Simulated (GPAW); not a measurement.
# VBiO4 (Dreyerite): G0W0 with GPAW, start to end

How does a plane-wave GW calculation on VBiO4 (Dreyerite) run from the first input to the gap?

Calculated with GPAW 26.7.0; LDA and many-body steps on it, plane waves.

Most raw output is cut from this account.

### 1. The structure

The structure is tetragonal, space group I4_1/amd (No. 141). Conventional cell: a = 7.303 Å, b = 7.303 Å, c = 6.584 Å, α = 90.00°, β = 90.00°, γ = 90.00°. V has 4 O at 1.70 Å nearest. Nearest to Bi lie 8 O at 2.41 to 2.55 Å. Nearest to O lie 1 V at 1.70 Å and 2 Bi at 2.41 to 2.55 Å. Farther neighbours and most contacts between anions are not listed.

The cell and positions come from the Crystallography Open Database and are kept as given unless a step says otherwise. Spin-orbit coupling is left out unless a step names it.

### 2. Ground state

This step: GPAW 26.7.0; DFT, LDA, plane waves, PAW.

The ground-state density comes first.

Input file run.py:

```python
import json
import numpy as np
from gpaw.mpi import world
from ase import Atoms
from gpaw import GPAW, PW, FermiDirac

atoms = Atoms(['V', 'V', 'Bi', 'Bi', 'O', 'O', 'O', 'O', 'O', 'O', 'O', 'O'],
    cell=[[-3.6515000000, 3.6515000000, 3.2920000000],
      [3.6515000000, -3.6515000000, 3.2920000000],
      [3.6515000000, 3.6515000000, -3.2920000000]],
    scaled_positions=[[0.5000000000, 0.5000000000, 0.0000000000],
      [0.2500000000, 0.7500000000, 0.5000000000],
      [0.7500000000, 0.2500000000, 0.5000000000],
      [0.0000000000, 0.0000000000, 0.0000000000],
      [0.1550000000, 0.3330000000, 0.8220000000],
      [0.0830000000, 0.7610000000, 0.6780000000],
      [0.5110000000, 0.3330000000, 0.1780000000],
      [0.0830000000, 0.4050000000, 0.3220000000],
      [0.5950000000, 0.9170000000, 0.6780000000],
      [0.6670000000, 0.8450000000, 0.1780000000],
      [0.2390000000, 0.9170000000, 0.3220000000],
      [0.6670000000, 0.4890000000, 0.8220000000]],
    pbc=(True, True, True))
calc = GPAW(mode=PW(600),
    xc='LDA',
    kpts={'size': (6, 6, 6), 'gamma': True},
    occupations=FermiDirac(0.001),
    nbands=-12,
    convergence={'density': 1e-6, 'bands': -3},
    maxiter=100,
    txt='gs.txt')
atoms.calc = calc
res = {'energy': atoms.get_potential_energy()}
kpts = calc.get_ibz_k_points()
res['kpts'] = kpts
res['eigenvalues'] = [calc.get_eigenvalues(kpt=k) for k in range(len(kpts))]
res['n_electrons'] = calc.get_number_of_electrons()
calc.write('gs.gpw')

if world.rank == 0:
    with open('result.json', 'w') as f:
        json.dump(res, f, default=lambda x: x.tolist())
```

The run is started by

```console
$ mpirun -n 4 gpaw python run.py
```

Wall time 2 min (4 MPI ranks of Arm Neoverse V2, shared host); peak memory 1.3 GiB; 8.1 min of CPU time.

This step gave:

| Quantity | Value |
| --- | --- |
| total energy | -100.5568 eV |
| gap | 2.696 eV |
| k of the valence top | 0.3333, 0.3333, -0.3333 |
| k of the conduction bottom | 0.3333, 0.3333, -0.3333 |
| least direct gap | 2.696 eV |

The gap is direct, at (0.333, 0.333, -0.333).

### 3. Bands along the symmetry lines

The cheap functional maps the bands first; the places of the edges decide which points the dearer methods must see.

Input file run.py:

```python
import json
import numpy as np
from gpaw.mpi import world
from gpaw import GPAW

path = [[0.000000, 0.000000, 0.000000],
    [0.000000, 0.000000, 0.062500],
    [0.000000, 0.000000, 0.125000],
    [0.000000, 0.000000, 0.187500],
    [0.000000, 0.000000, 0.250000],
    [0.000000, 0.000000, 0.312500],
    [0.000000, 0.000000, 0.375000],
    [0.000000, 0.000000, 0.437500],
    [-0.000000, 0.000000, 0.500000],
    [-0.062500, 0.062500, 0.500000],
    [-0.125000, 0.125000, 0.500000],
    [-0.187500, 0.187500, 0.500000],
    [-0.250000, 0.250000, 0.500000],
    [-0.312500, 0.312500, 0.500000],
    [-0.375000, 0.375000, 0.500000],
    [-0.437500, 0.437500, 0.500000],
    [-0.500000, 0.500000, 0.500000],
    [-0.437500, 0.437500, 0.437500],
    [-0.375000, 0.375000, 0.375000],
    [-0.312500, 0.312500, 0.312500],
    [-0.250000, 0.250000, 0.250000],
    [-0.187500, 0.187500, 0.187500],
    [-0.125000, 0.125000, 0.125000],
    [-0.062500, 0.062500, 0.062500],
    [0.000000, 0.000000, 0.000000],
    [0.056650, 0.056650, -0.056650],
    [0.113299, 0.113299, -0.113299],
    [0.169949, 0.169949, -0.169949],
    [0.226598, 0.226598, -0.226598],
    [0.283248, 0.283248, -0.283248],
    [0.339898, 0.339898, -0.339898],
    [0.396547, 0.396547, -0.396547],
    [0.453197, 0.453197, -0.453197],
    [-0.453197, 0.546803, 0.453197],
    [-0.459047, 0.540953, 0.459047],
    [-0.464898, 0.535102, 0.464898],
    [-0.470748, 0.529252, 0.470748],
    [-0.476598, 0.523402, 0.476598],
    [-0.482449, 0.517551, 0.482449],
    [-0.488299, 0.511701, 0.488299],
    [-0.494150, 0.505850, 0.494150],
    [-0.500000, 0.500000, 0.500000],
    [0.000000, 0.000000, 0.500000],
    [0.031250, 0.031250, 0.468750],
    [0.062500, 0.062500, 0.437500],
    [0.093750, 0.093750, 0.406250],
    [0.125000, 0.125000, 0.375000],
    [0.156250, 0.156250, 0.343750],
    [0.187500, 0.187500, 0.312500],
    [0.218750, 0.218750, 0.281250],
    [0.250000, 0.250000, 0.250000],
    [0.218750, 0.281250, 0.218750],
    [0.187500, 0.312500, 0.187500],
    [0.156250, 0.343750, 0.156250],
    [0.125000, 0.375000, 0.125000],
    [0.093750, 0.406250, 0.093750],
    [0.062500, 0.437500, 0.062500],
    [0.031250, 0.468750, 0.031250],
    [0.000000, 0.500000, 0.000000],
    [0.000000, 0.437500, 0.000000],
    [0.000000, 0.375000, 0.000000],
    [0.000000, 0.312500, 0.000000],
    [0.000000, 0.250000, 0.000000],
    [0.000000, 0.187500, 0.000000],
    [0.000000, 0.125000, 0.000000],
    [0.000000, 0.062500, 0.000000],
    [0.000000, 0.000000, 0.000000]]
calc = GPAW('gs.gpw').fixed_density(kpts=path,
    symmetry='off',
    nbands=62,
    convergence={'bands': 58},
    txt='bands.txt')
res = {}
kpts = calc.get_ibz_k_points()
res['kpts'] = kpts
res['eigenvalues'] = [calc.get_eigenvalues(kpt=k) for k in range(len(kpts))]
res['n_electrons'] = calc.get_number_of_electrons()

if world.rank == 0:
    with open('result.json', 'w') as f:
        json.dump(res, f, default=lambda x: x.tolist())
```

The run is started by

```console
$ mpirun -n 4 gpaw python run.py
```

Wall time 2.7 min (4 MPI ranks); peak memory 1.7 GiB.

Numbers from this step:

| Quantity | Value |
| --- | --- |
| gap | 2.700 eV |
| k of the valence top | 0.3399, 0.3399, -0.3399 |
| k of the conduction bottom | 0.3399, 0.3399, -0.3399 |
| least direct gap | 2.700 eV |

The gap is 2.700 eV, +0.004 eV from the run before at this level.

Electronic bands along the path, in eV, zero at the top of the highest filled band:

```
     point  band 49  band 50  band 51  band 52  band 53  band 54  band 55  band 56
         Γ    -0.60    -0.45    -0.45    -0.23     3.28     3.76     3.87     3.88
   halfway    -0.59    -0.56    -0.34    -0.33     3.28     3.69     3.85     3.85
         X    -0.54    -0.54    -0.37    -0.37     3.42     3.42     3.79     3.79
   halfway    -0.69    -0.69    -0.41    -0.41     3.40     3.40     3.73     3.73
         M    -0.68    -0.68    -0.64    -0.64     3.58     3.58     3.59     3.59
   halfway    -0.63    -0.53    -0.50    -0.41     3.31     3.50     3.80     3.86
         Γ    -0.60    -0.45    -0.45    -0.23     3.28     3.76     3.87     3.88
   halfway    -0.86    -0.82    -0.41    -0.31     2.94     3.24     3.57     3.80
         Z    -0.77    -0.70    -0.70    -0.37     3.24     3.62     3.62     3.84
jump to Z0    -0.77    -0.70    -0.70    -0.37     3.24     3.62     3.62     3.84
   halfway    -0.78    -0.69    -0.69    -0.51     3.41     3.60     3.60     3.75
         M    -0.68    -0.68    -0.64    -0.64     3.58     3.58     3.59     3.59
 jump to X    -0.54    -0.54    -0.37    -0.37     3.42     3.42     3.79     3.79
   halfway    -0.52    -0.52    -0.25    -0.25     3.20     3.20     3.61     3.61
         P    -0.51    -0.51    -0.12    -0.12     2.95     2.95     3.53     3.53
   halfway    -0.66    -0.41    -0.33    -0.07     2.80     3.16     3.50     3.63
         N    -0.76    -0.57    -0.37    -0.07     2.77     3.27     3.50     3.70
   halfway    -0.68    -0.60    -0.38    -0.29     3.26     3.37     3.45     3.80
         Γ    -0.60    -0.45    -0.45    -0.23     3.28     3.76     3.87     3.88
```

### 4. Empty states on the mesh, 4×4×4 mesh, 408 bands

The sums over transitions need many empty states on a uniform mesh; this step solves for them.

Input file run.py:

```python
import json
import numpy as np
from gpaw.mpi import world
from gpaw import GPAW

calc = GPAW('gs.gpw').fixed_density(kpts={'size': (4, 4, 4), 'gamma': True},
    nbands=476,
    convergence={'bands': 408},
    txt='nscf.txt')
calc.write('full.gpw', mode='all')
res = {}
kpts = calc.get_ibz_k_points()
res['kpts'] = kpts
res['eigenvalues'] = [calc.get_eigenvalues(kpt=k) for k in range(len(kpts))]
res['n_electrons'] = calc.get_number_of_electrons()

if world.rank == 0:
    with open('result.json', 'w') as f:
        json.dump(res, f, default=lambda x: x.tolist())
```

The run is started by

```console
$ mpirun -n 4 gpaw python run.py
```

Wall time 9.4 min (4 MPI ranks); peak memory 2.2 GiB.

Numbers from this step:

- gap: 2.841 eV
- k of the valence top: 0.5, 0, 0.5
- k of the conduction bottom: 0.5, 0, 0.5
- least direct gap: 2.841 eV
- k points computed: 13
- lowest point of the top converged band, above the valence top: 86.4583 eV

On this mesh the gap is 2.841 eV. The earlier step found 2.696 eV, so this mesh misses an edge.

### 5. Screening and self-energy, 4×4×4 mesh, 185 bands, screening to 60 eV

G0W0 replaces the xc potential by the self-energy, built once from these orbitals. Only a window of levels is corrected, while the sums run over the empty bands that the input names.

This step: G0W0 on LDA, plane waves, PAW.

Input file run.py:

```python
import json
import numpy as np
from gpaw.mpi import world
from gpaw.response.g0w0 import G0W0

gw = G0W0('full.gpw',
    filename='gw',
    kpts=[0, 7],
    bands=(50, 54),
    ecut=60,
    nbands=185,
    integrate_gamma='WS',
    ppa=True)
gw.calculate()
res = {mode: {k: v for k, v in r.items() if k != 'sigma_eskwn'}
       for mode, r in gw.all_results.items()}

if world.rank == 0:
    with open('result.json', 'w') as f:
        json.dump(res, f, default=lambda x: x.tolist())
```

The run is started by

```console
$ mpirun -n 4 gpaw python run.py
```

Wall time 8.3 min (4 MPI ranks); peak memory 4.7 GiB; 33 min of CPU time.

This step gave:

```
G0W0 gap on the points computed              : 4.720 eV
least direct G0W0 gap on the computed points : 4.720 eV
Z at the valence top                         : 0.7711
Z at the conduction bottom                   : 0.7705
starting gap on the mesh                     : 2.841 eV
k of the valence top                         : 0.5, 0, 0.5
k of the conduction bottom                   : 0.5, 0, 0.5
```

The gap on the mesh goes from 2.84 eV to 4.72 eV, a correction of +1.88 eV. The start differs from the 2.70 eV found before because the two sample other k points.

Limits: finite bands, cutoff and mesh; no spin polarisation; no spin-orbit coupling. v1 is the top filled band, c1 the lowest empty one. The levels before and after the correction (eV, zero at the valence-band top of each column):

```
           conduction bottom  valence top
Kohn-Sham               2.84         0.00
     G0W0               4.72         0.00
```

```
                    level  energy (eV)
Kohn-Sham  (0.5 0 0.5) v2       -0.292
Kohn-Sham  (0.5 0 0.5) v1        0.000
Kohn-Sham  (0.5 0 0.5) c1        2.841
Kohn-Sham  (0.5 0 0.5) c2        3.347
     G0W0  (0.5 0 0.5) v2       -0.655
     G0W0  (0.5 0 0.5) v1        0.000
     G0W0  (0.5 0 0.5) c1        4.720
     G0W0  (0.5 0 0.5) c2        5.170
```

### 6. Where the time went

Times are wall times on 4 MPI ranks of Arm Neoverse V2, shared host, good to a factor of about two.

```
                          step     time  share  memory (GiB)
                  ground state    2 min    9 %           1.3
bands along the symmetry lines  2.7 min   12 %           1.7
      empty states on the mesh  9.4 min   42 %           2.2
     screening and self-energy  8.3 min   37 %           4.7
```

### 7. Results

```
LDA gap                              : 2.70 eV, direct
G0W0 gap on the mesh                 : 4.72 eV
G0W0 gap over the zone (rigid shift) : 4.57 eV
GW settings                          : 4×4×4 mesh, 185 bands, screening to 60 eV, Godby-Needs plasmon pole
known limits                         : not at the basis limit; no spin polarisation; no spin-orbit coupling
```

In words: G0W0 moves the gap on the mesh from 2.84 eV to 4.72 eV (+1.88 eV), with Z of 0.77 and 0.77 at the edges. The mesh misses the band edges by 0.15 eV in all; a rigid shift gives 4.57 eV for the zone. Only 2 of the mesh's irreducible points were corrected, so a valley elsewhere could overtake. Bands and cutoff are finite, so the gap is not at the basis limit. The miss can reach some tenths of an eV and take either sign; the mesh is an error of its own. These stock PAW sets were not made for GW. In the G0W0 run levels were corrected at 2 k points alone, so a gap called «on the mesh» is the least over those, and an edge elsewhere would be missed. A denser mesh or path gives a starting gap of 2.70 eV: the GW mesh misses a band edge, so its gaps are not the fundamental one. Where an edge is built on 6p states of lead, bismuth or thallium, scalar-relativistic gaps usually stand too wide, by a few tenths to over one eV. The runs have no spin polarisation. For a closed low-spin shell that is the natural state; where a d or f shell is open it is a constraint, and the gap is then not the crystal's own. The many-body steps are scalar-relativistic: spin-orbit coupling is not in them.

[Paths, hosts, dates, memory and timing lines, banners, echoed tables and standing remarks are left out of the program output.]

[Logs are printed without paths, hosts, clocks, repeated set-up lines and the standing remarks that a program may print on its own settings, such as how far it seeks lower states.]

[Runs of the session that timed out or met a known fault of the program may be left out.]

[Hosts, paths, dates, database ids (printed as entryN), source tags and the programs' standing remarks are cut or masked in the printed files.]
